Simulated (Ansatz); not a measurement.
# How fast states decay through IF

A new crystal, IF: structure, gap and complex bands. It is built by putting I for Cl, F for Br in the BrCl structure of space group Cmc2_1, with the volume rescaled by atomic radii. The parent structure comes from the Materials Project.

Calculated with Ansatz 0.2.0; PBEsol DFT, plane waves, PAW files, in the first sound run; inputs show where later runs differ.

This is a report of a sequence of runs, with most program output left out.

The structure was built from a prototype and need not be the compound's stable phase.

## (1) Starting point

The structure is orthorhombic, space group Cmc2_1 (No. 36). Conventional cell: a = 7.658 Å, b = 4.785 Å, c = 7.440 Å, α = 90.00°, β = 90.00°, γ = 90.00°. F has 2 I at 2.26 to 2.33 Å nearest. I has 2 F at 2.26 to 2.33 Å nearest. It derives from BrCl. I for Cl, F for Br in the BrCl structure of space group Cmc2_1. Farther neighbours and most contacts between anions are not listed.

## (2) Cell and atoms at rest

The substituted atoms don't fit the parent's cell, so cell and atoms relax together. A small smearing keeps the run stable in case the gap closes on the way.

input.yaml reads:

```yaml
crystal:
  lattice:
    - [3.8291715339, -2.3923846714, 0.0]
    - [3.8291715339, 2.3923846714, 0.0]
    - [0.0, 0.0, 7.4396109127]
  atoms:
    - { symbol: F, position: [0.006143, 0.993857, 0.626524] }
    - { symbol: F, position: [0.993857, 0.006143, 0.126524] }
    - { symbol: I, position: [0.717494, 0.282506, 0.373476] }
    - { symbol: I, position: [0.282506, 0.717494, 0.873476] }
kpoints:
  mp_grid: { grid: [6, 6, 4] }
scf:
  occupations: { method: gaussian, width: 0.03 }
hamiltonian:
  xc: pbesol
output:
  forces: true
  stress: true
relax:
  f_tol: 0.02
  max_steps: 60
  cell: {}
```

On the command line:

```console
ansatz run input.yaml --threads 2 --pin off --max-ram 4096MiB --backend cpu --events-out ev --progress --plain --runs-dir out
```

It took 1.8 min on 2 threads of Intel Xeon Platinum 8488C (Sapphire Rapids), shared host; peak memory 0.5 GiB; 3.5 min of CPU time.

Step by step (22 of 33):

| step | energy less that of the first step (eV) | largest force component (eV/Å) | pressure (GPa) | volume (Å³) |
| --- | --- | --- | --- | --- |
| 1 | 0.0000 | 0.4115 | -1.97 | 136.31 |
| 3 | -0.1463 | 0.3377 | 0.22 | 120.87 |
| 4 | -0.2827 | 0.5415 | 0.32 | 112.95 |
| 6 | -0.8262 | 0.3114 | 1.37 | 99.73 |
| 7 | -0.9128 | 0.4297 | 0.29 | 100.79 |
| 9 | -1.1043 | 0.3086 | 0.66 | 101.59 |
| 10 | -1.1824 | 0.1529 | 0.56 | 100.78 |
| 12 | -1.3489 | 0.5215 | -0.26 | 98.70 |
| 13 | -1.3199 | 0.3669 | -5.62 | 97.70 |
| 15 | -1.5104 | 0.1815 | -0.46 | 93.22 |
| 16 | -1.5618 | 0.2184 | 0.88 | 89.49 |
| 18 | -1.5739 | 0.0053 | -0.31 | 91.96 |
| 19 | -1.5756 | 0.0167 | 0.07 | 91.63 |
| 21* | -1.7145 | 0.0168 | 1.64 | 91.63 |
| 22 | -1.7823 | 0.0179 | 0.97 | 93.42 |
| 24 | -1.8067 | 0.0496 | 0.07 | 96.30 |
| 25 | -1.8070 | 0.0100 | -0.01 | 96.27 |
| 27 | -1.8349 | 0.0081 | 0.21 | 97.91 |
| 28 | -1.8287 | 0.1333 | -0.55 | 99.50 |
| 30 | -1.8327 | 0.0009 | 0.01 | 99.51 |
| 31* | -1.8407 | 0.0011 | 0.05 | 99.51 |
| 33* | -1.8411 | 0.0020 | 0.02 | 100.11 |

Relaxation steps marked * repeat the geometry before them on a plane-wave basis chosen anew for their cell, so energy and pressure can jump there. Other such steps can lie between the rows shown. Relaxation steps 13, 28 were tried and not accepted.

The run keeps the 4 symmetry operations that it works with, so distortions that break them were not tested.

| cell as run | before | after | change |
| --- | --- | --- | --- |
| a (Å) | 4.515 | 4.901 | +8.5 % |
| b (Å) | 4.515 | 4.901 | +8.5 % |
| c (Å) | 7.440 | 4.208 | -43.4 % |
| γ (°) | 63.99 | 82.07 | +28.2 % |
| volume (Å³/atom) | 34.08 | 25.03 | -26.6 % |

The atoms that moved most (Å, as changes of fractional coordinates times the final cell):

| atom | dx | dy | dz | length |
| --- | --- | --- | --- | --- |
| F1 | 0.000 | -0.861 | -0.277 | 0.905 |
| F2 | 0.000 | 0.861 | -0.277 | 0.905 |
| I4 | 0.000 | -0.350 | 0.277 | 0.446 |
| I3 | 0.000 | 0.350 | 0.277 | 0.446 |

Numbers from this step:

```yaml
free_energy: -16463.1212 eV
fermi_energy: 5.029 eV
pressure: 0.01789 GPa
```

The largest force component on a free atom ends at 0.0020 eV/Å.

## (3) The bulk crystal and its band edges

The energy window and the wavevectors of the next steps follow from the band edges, so these are searched first, off the mesh as well.

input.yaml reads:

```yaml
crystal:
  lattice:
    - [3.6968532316, -3.2174592672, 0.0]
    - [3.6968532316, 3.2174592672, 0.0]
    - [0.0, 0.0, 4.2084116724]
  atoms:
    - { symbol: F, position: [0.1399955403, 0.8600044597, 0.5606804269] }
    - { symbol: F, position: [0.8600044597, 0.1399955403, 0.0606804269] }
    - { symbol: I, position: [0.6631554987, 0.3368445013, 0.4393195731] }
    - { symbol: I, position: [0.3368445013, 0.6631554987, 0.9393195731] }
kpoints:
  mp_grid: { grid: [6, 6, 4] }
  band_path: { path: [VBM, CBM], npoints: 30 }
scf:
  occupations: { method: fixed }
hamiltonian:
  xc: pbesol
output:
  eigenvalues: true
  write_potential: true
  write_density: true
  volumetric_format: npy
  elf: true
```

Elapsed: 14 s, on 2 threads; peak memory 0.45 GiB; 27 s of CPU time.

This step gave:

```
free energy         : -16463.1213 eV
Fermi energy        : 4.737 eV
gap on the k-mesh   : 0.5856 eV
gap on path         : 0.5427 eV, by band count; negative where bands overlap
direct gap on path  : 0.5670 eV
edge places on path : 0, 0.1577 1/A along the path
```

The electronic bands at the labelled points (eV, zero at the Fermi level (highest filled level under fixed occupations); v1 is the highest filled band, c1 the lowest empty one):

| point | v4 | v3 | v2 | v1 | c1 | c2 | c3 | c4 |
| --- | --- | --- | --- | --- | --- | --- | --- | --- |
| VBM | -1.99 | -1.61 | -1.53 | 0.00 | 0.73 | 2.70 | 7.23 | 7.62 |
| halfway | -2.01 | -1.63 | -1.48 | -0.01 | 0.59 | 2.73 | 6.97 | 7.65 |
| CBM | -2.02 | -1.65 | -1.46 | -0.03 | 0.54 | 2.75 | 6.68 | 7.65 |

Electrostatic potential energy in the ac plane of the cell as run, not the conventional one, at fractional y = 0.140, with atoms of F within 0.2 Å of it. With pseudopotentials it is smooth inside the atoms' cores, unlike the true potential.

Ten even steps from '0' (-30 eV) to '9' (11 eV), each cell a mean:
```
99999999998425
99999999999999
99999999999999
99999999988999
99999998877889
99999998655689
99999998644679
99999998655689
99999998877789
99999999887325
89999999995001
89999999995000
```
Columns run along a (4.9 Å; values clipped at the 3rd and 97th percentile), rows up along c (4.2 Å). Atoms in or near the plane, at fractional coordinates: F at (0.86, 0.06).

Valence density in the ac plane of the cell as run, not the conventional one, at fractional y = 0.140, with atoms of F within 0.2 Å of it. It is the smooth field of the valence electrons, not physical close to the nuclei.

Ten steps, logarithmic in the rise over the least value, from '0' (0 e/Å³) to '9' (10 e/Å³), each cell a mean:
```
21000000014675
10000000012332
00000000011110
00000001122110
00000012233210
00000012344321
00000013444321
00000012343321
10000011233443
31000001124676
41000000126998
41000000026998
```
Columns run along a (4.9 Å), rows up along c (4.2 Å). Atoms in or near the plane, at fractional coordinates: F at (0.86, 0.06).

ELF in the ac plane of the cell as run, not the conventional one, at fractional y = 0.140, with atoms of F within 0.2 Å of it. It is the smooth field of the valence electrons, not physical close to the nuclei.

Values, 12 rows by 14 columns, each cell a mean:
```
0.55 0.18 0.02 0.01 0.01 0.01 0.01 0.01 0.04 0.30 0.68 0.81 0.80 0.76
0.18 0.04 0.01 0.01 0.01 0.01 0.01 0.02 0.03 0.08 0.26 0.45 0.51 0.41
0.02 0.01 0.01 0.01 0.01 0.02 0.06 0.14 0.19 0.16 0.10 0.09 0.09 0.06
0.02 0.04 0.05 0.02 0.01 0.05 0.24 0.51 0.64 0.61 0.48 0.30 0.13 0.04
0.03 0.07 0.08 0.04 0.02 0.14 0.54 0.80 0.84 0.80 0.75 0.65 0.37 0.09
0.03 0.06 0.07 0.03 0.02 0.25 0.73 0.88 0.84 0.78 0.73 0.67 0.47 0.15
0.03 0.02 0.03 0.02 0.03 0.35 0.79 0.87 0.81 0.71 0.63 0.52 0.36 0.13
0.04 0.01 0.01 0.01 0.04 0.33 0.72 0.82 0.74 0.59 0.44 0.32 0.21 0.11
0.21 0.06 0.01 0.01 0.02 0.18 0.48 0.62 0.52 0.35 0.31 0.40 0.46 0.40
0.58 0.23 0.03 0.01 0.01 0.05 0.17 0.24 0.20 0.23 0.51 0.69 0.74 0.76
0.75 0.37 0.06 0.01 0.01 0.02 0.03 0.05 0.09 0.35 0.72 0.69 0.62 0.80
0.74 0.35 0.05 0.01 0.01 0.01 0.01 0.02 0.08 0.45 0.78 0.74 0.64 0.80
```
Columns run along a (4.9 Å), rows up along c (4.2 Å). Atoms in or near the plane, at fractional coordinates: F at (0.86, 0.06).

The searched edges give 0.543 eV, under the 0.586 eV of the mesh, which misses an edge.

## (4) Decaying states in the gap

This step: PBEsol DFT, plane waves, PAW files; complex bands by layer matching along the plane's normal (Ansatz 0.2.0).

The same crystal is laid in a cell whose first two vectors span the (001) plane (indices of the standard conventional cell, whose axes can be ordered otherwise than in the bulk input). At fixed energy and wavevector in the plane the solver finds all kz, real and complex. A few wavevectors are listed, (0, 0), (-0.263, 0.263) and (-0.3438, 0.3438) in units of the plane's reciprocal vectors; the slowest state needn't be among them.

input.yaml reads:

```yaml
crystal:
  lattice:
    - [4.900894607, 0.0, 0.0]
    - [0.676341759, 4.854001419, 0.0]
    - [0.0, 0.0, 4.208411672]
  atoms:
    - { symbol: F, position: [0.8600044597, 0.1399955403, 0.4393195731] }
    - { symbol: F, position: [0.1399955403, 0.8600044597, 0.9393195731] }
    - { symbol: I, position: [0.3368445013, 0.6631554987, 0.5606804269] }
    - { symbol: I, position: [0.6631554987, 0.3368445013, 0.0606804269] }
kpoints:
  mp_grid: { grid: [6, 6, 6] }
scf:
  occupations: { method: fixed }
hamiltonian:
  xc: pbesol
output:
  eigenvalues: true
  transmission:
    leads: [[0, 0]]
    kpoints: [[0.0, 0.0], [-0.263, 0.263], [-0.3438, 0.3438]]
    e_range: [-1.0, 1.54]
    de: 0.06
```

It took 22 s on 2 threads; peak memory 0.65 GiB.

Numbers from this step:

```yaml
free_energy: -16463.1268 eV
level_to_which_the_leads_are_filled: 0.2928 eV from the Fermi level
decay_constant_at_the_filling_level_zone_centre: 0.2508 Å⁻¹
decay_constant_at_the_filling_level_slowest_listed_point: 0.0859 Å⁻¹
```

K parallel (0, 0); values up to 1.5 1/Å, a degenerate pair printed once or twice; energies at which all values exceed this have no row. Table of Im kz of the slowest decaying states by energy, zero at the highest filled level on the SCF mesh:

| energy (eV) | decay 1 (Å⁻¹) | decay 2 (Å⁻¹) | decay 3 (Å⁻¹) | decay 4 (Å⁻¹) |
| --- | --- | --- | --- | --- |
| -1.00 | 0.465 | 0.838 | 1.16 | 1.37 |
| -0.88 | 0.487 | 0.841 | 1.15 | 1.35 |
| -0.76 | 0.0943 | 0.506 | 0.843 | 1.14 |
| -0.64 | 0.145 | 0.523 | 0.844 | 1.13 |
| -0.52 | 0.177 | 0.539 | 0.844 | 1.12 |
| -0.40 | 0.199 | 0.553 | 0.844 | 1.11 |
| -0.22 | 0.222 | 0.281 | 0.477 | 0.666 |
| -0.10 | 0.233 | 0.388 | 0.438 | 0.728 |
| 0.02 | 0.241 | 0.411 | 0.468 | 0.777 |
| 0.14 | 0.246 | 0.388 | 0.536 | 0.821 |
| 0.26 | 0.250 | 0.368 | 0.594 | 0.830 |
| 0.38 | 0.251 | 0.350 | 0.646 | 0.826 |
| 0.50 | 0.251 | 0.331 | 0.694 | 0.821 |
| 0.62 | 0.249 | 0.313 | 0.739 | 0.816 |
| 0.74 | 0.245 | 0.293 | 0.780 | 0.810 |
| 0.92 | 0.236 | 0.261 | 0.802 | 0.839 |
| 1.04 | 0.226 | 0.237 | 0.795 | 0.875 |
| 1.16 | 0.209 | 0.215 | 0.789 | 0.911 |
| 1.28 | 0.175 | 0.200 | 0.782 | 0.946 |
| 1.40 | 0.129 | 0.180 | 0.775 | 0.980 |
| 1.52 | 0.0465 | 0.155 | 0.768 | 1.00 |

K parallel (-0.263, 0.263); values up to 1.5 1/Å, a degenerate pair printed once or twice; energies at which all values exceed this have no row. Im kz of the slowest decaying states against energy, zero at the highest filled level on the SCF mesh:

| energy (eV) | decay 1 (Å⁻¹) | decay 2 (Å⁻¹) | decay 3 (Å⁻¹) | decay 4 (Å⁻¹) |
| --- | --- | --- | --- | --- |
| -1.00 | 0.122 | 0.163 | 0.664 | 1.09 |
| -0.88 | 0.131 | 0.208 | 0.676 | 1.10 |
| -0.76 | 0.136 | 0.242 | 0.688 | 1.11 |
| -0.64 | 0.139 | 0.270 | 0.699 | 1.13 |
| -0.52 | 0.140 | 0.293 | 0.710 | 1.14 |
| -0.40 | 0.140 | 0.313 | 0.720 | 1.15 |
| -0.22 | 0.135 | 0.337 | 0.735 | 1.16 |
| -0.10 | 0.129 | 0.351 | 0.745 | 1.17 |
| 0.02 | 0.118 | 0.121 | 0.363 | 0.755 |
| 0.14 | 0.110 | 0.220 | 0.373 | 0.764 |
| 0.26 | 0.0953 | 0.286 | 0.381 | 0.773 |
| 0.38 | 0.0746 | 0.337 | 0.389 | 0.782 |
| 0.50 | 0.0394 | 0.381 | 0.394 | 0.792 |
| 0.62 | 0.399 | 0.419 | 0.801 | 1.21 |
| 0.74 | 0.402 | 0.454 | 0.810 | 1.21 |
| 0.92 | 0.405 | 0.501 | 0.825 | 1.22 |
| 1.04 | 0.405 | 0.531 | 0.835 | 1.20 |
| 1.16 | 0.404 | 0.560 | 0.846 | 1.19 |
| 1.28 | 0.401 | 0.588 | 0.857 | 1.18 |
| 1.40 | 0.396 | 0.617 | 0.868 | 1.14 |
| 1.52 | 0.390 | 0.648 | 0.881 | 1.10 |

K parallel (-0.263, 0.263). Re kz of states that move upwards, channel 1 against energy, zero at the highest filled level on the SCF mesh:

| energy (eV) | Re kz of states that move upwards, channel 1 (Å⁻¹) |
| --- | --- |
| -1.00 | -0.631 |
| -0.94 | -0.602 |
| -0.88 | -0.574 |
| -0.82 | -0.547 |
| -0.70 | -0.492 |
| -0.64 | -0.465 |
| -0.58 | -0.437 |
| -0.52 | -0.409 |
| -0.46 | -0.380 |
| -0.40 | -0.349 |
| -0.34 | -0.317 |
| -0.28 | -0.283 |
| -0.16 | -0.202 |
| -0.10 | -0.149 |
| -0.04 | -0.0619 |
| 0.02 | - |
| 0.08 | - |
| 0.14 | - |
| 0.20 | - |
| 0.32 | - |
| 0.38 | - |
| 0.44 | - |
| 0.50 | - |
| 0.56 | 0.0254 |
| 0.62 | 0.0545 |
| 0.68 | 0.0737 |
| 0.80 | 0.104 |
| 0.86 | 0.117 |
| 0.92 | 0.129 |
| 0.98 | 0.141 |
| 1.04 | 0.152 |
| 1.10 | 0.163 |
| 1.16 | 0.174 |
| 1.22 | 0.184 |
| 1.34 | 0.205 |
| 1.40 | 0.215 |
| 1.46 | 0.225 |
| 1.52 | 0.235 |

K parallel (-0.3438, 0.3438); values up to 1.5 1/Å, a degenerate pair printed once or twice; energies at which all values exceed this have no row. Table of Im kz of the slowest decaying states by energy, zero at the highest filled level on the SCF mesh:

| energy (eV) | decay 1 (Å⁻¹) | decay 2 (Å⁻¹) | decay 3 (Å⁻¹) | decay 4 (Å⁻¹) |
| --- | --- | --- | --- | --- |
| -1.00 | 0.136 | 0.176 | 0.633 | 1.14 |
| -0.82 | 0.184 | 0.209 | 0.662 | 1.16 |
| -0.64 | 0.187 | 0.254 | 0.689 | 1.18 |
| -0.46 | 0.186 | 0.287 | 0.714 | 1.20 |
| -0.28 | 0.181 | 0.312 | 0.739 | 1.21 |
| -0.10 | 0.172 | 0.331 | 0.762 | 1.22 |
| 0.02 | 0.0696 | 0.164 | 0.341 | 0.777 |
| 0.08 | 0.139 | 0.159 | 0.345 | 0.785 |
| 0.26 | 0.141 | 0.245 | 0.356 | 0.807 |
| 0.44 | 0.115 | 0.313 | 0.362 | 0.829 |
| 0.62 | 0.0733 | 0.365 | 0.366 | 0.851 |
| 0.80 | 0.366 | 0.408 | 0.873 | 1.22 |
| 0.98 | 0.363 | 0.444 | 0.896 | 1.20 |
| 1.16 | 0.357 | 0.477 | 0.919 | 1.18 |
| 1.34 | 0.347 | 0.506 | 0.944 | 1.17 |
| 1.52 | 0.332 | 0.533 | 0.970 | 1.15 |

K parallel (-0.3438, 0.3438). Re kz of states that move upwards, channel 1 against energy, zero at the highest filled level on the SCF mesh:

| energy (eV) | Re kz of states that move upwards, channel 1 (Å⁻¹) |
| --- | --- |
| -1.00 | -0.605 |
| -0.94 | -0.576 |
| -0.82 | -0.522 |
| -0.76 | -0.495 |
| -0.64 | -0.443 |
| -0.58 | -0.416 |
| -0.46 | -0.362 |
| -0.40 | -0.334 |
| -0.28 | -0.274 |
| -0.22 | -0.241 |
| -0.16 | -0.204 |
| -0.04 | -0.100 |
| 0.02 | - |
| 0.14 | - |
| 0.20 | - |
| 0.32 | - |
| 0.38 | - |
| 0.50 | - |
| 0.56 | - |
| 0.68 | - |
| 0.74 | 0.0222 |
| 0.80 | 0.0602 |
| 0.92 | 0.102 |
| 0.98 | 0.118 |
| 1.10 | 0.147 |
| 1.16 | 0.160 |
| 1.28 | 0.185 |
| 1.34 | 0.197 |
| 1.46 | 0.221 |
| 1.52 | 0.233 |

At the listed wavevectors the last open channel is at -0.04 eV and the next at +0.56 eV on the grid. At +0.32 eV, the grid energy nearest the filling level (the middle of the gap on the SCF mesh), the slowest state at the listed wavevectors decays with κ = 0.0859 Å⁻¹, its amplitude falling by e over 12 Å. Through 1 nm of this crystal that state's transmission falls by exp(−2 × 0.0859 Å⁻¹ × 10 Å) = 0.18.

## (5) Decay over the two-dimensional zone

The listed points could miss the slowest state, so one energy near mid-gap is solved on a mesh of 8×8.

Changes to input.yaml since step 4:

```diff
@@ -18,6 +18,2 @@
   eigenvalues: true
-  transmission:
-    leads: [[0, 0]]
-    kpoints: [[0.0, 0.0], [-0.263, 0.263], [-0.3438, 0.3438]]
-    e_range: [-1.0, 1.54]
-    de: 0.06
+  transmission: { leads: [[0, 0]], kmesh: [8, 8], e_range: [0.27, 0.28], de: 0.05 }
```

Wall time 17 s (2 threads); peak memory 0.68 GiB; 32 s of CPU time.

This step gave:

| Item | Value |
| --- | --- |
| least decay constant on the mesh | 0.0948 Å⁻¹ |

Slowest decay constant (1/Å; 0 where a channel is open) over k1 and k2. At 0.2700 eV from the Fermi level.

Values, 8 rows by 8 columns:
```
0.255 0.175 0.119 0.108 0.145 0.250 0.297 0.270
0.235 0.119 0.095 0.134 0.226 0.295 0.275 0.297
0.143 0.108 0.134 0.216 0.279 0.263 0.295 0.250
0.118 0.145 0.226 0.279 0.250 0.279 0.226 0.145
0.143 0.250 0.295 0.263 0.279 0.216 0.134 0.108
0.235 0.297 0.275 0.295 0.226 0.134 0.095 0.119
0.255 0.270 0.297 0.250 0.145 0.108 0.119 0.175
0.241 0.255 0.235 0.143 0.118 0.143 0.235 0.255
```
Columns: k1 (b1) from -0.5 to 0.375; rows upwards: k2 (b2) from -0.5 to 0.375.

The least value on the mesh is 0.0948 Å⁻¹ at +0.27 eV. At that energy the listed points give about 0.0937 Å⁻¹ by interpolation, so the mesh holds no clearly slower state.

## (6) Band edges at another level, cutoff 500 eV

This step: r2SCAN DFT, plane waves, PAW files (Ansatz 0.2.0).

The edges again with r2SCAN, at the same atoms. Against that run the cutoff is 500 eV against 420.

input.yaml reads:

```yaml
crystal:
  lattice:
    - [3.6968532316, -3.2174592672, 0.0]
    - [3.6968532316, 3.2174592672, 0.0]
    - [0.0, 0.0, 4.2084116724]
  atoms:
    - { symbol: F, position: [0.1399955403, 0.8600044597, 0.5606804269] }
    - { symbol: F, position: [0.8600044597, 0.1399955403, 0.0606804269] }
    - { symbol: I, position: [0.6631554987, 0.3368445013, 0.4393195731] }
    - { symbol: I, position: [0.3368445013, 0.6631554987, 0.9393195731] }
kpoints:
  mp_grid: { grid: [6, 6, 4] }
  band_path: { path: [VBM, CBM], npoints: 30 }
scf:
  occupations: { method: fixed }
hamiltonian:
  xc: r2scan
output:
  eigenvalues: true
```

It took 25 s on 2 threads; peak memory 0.57 GiB; 49 s of CPU time.

This step gave:

* free energy: -16672.9844 eV
* Fermi energy: 4.469 eV
* gap on the k-mesh: 0.8942 eV
* gap on path: 0.8536 eV, by band count; negative where bands overlap
* direct gap on path: 0.8831 eV
* edge places on path: 0.006272, 0.1882 1/A along the path

[end of part 1 of 2]

[Logs are printed without paths, hosts, clocks, repeated set-up lines and the standing remarks that a program may print on its own settings, such as how far it seeks lower states.]

[Hosts, paths, dates, database ids (printed as entryN), source tags and the programs' standing remarks are cut or masked in the printed files.]
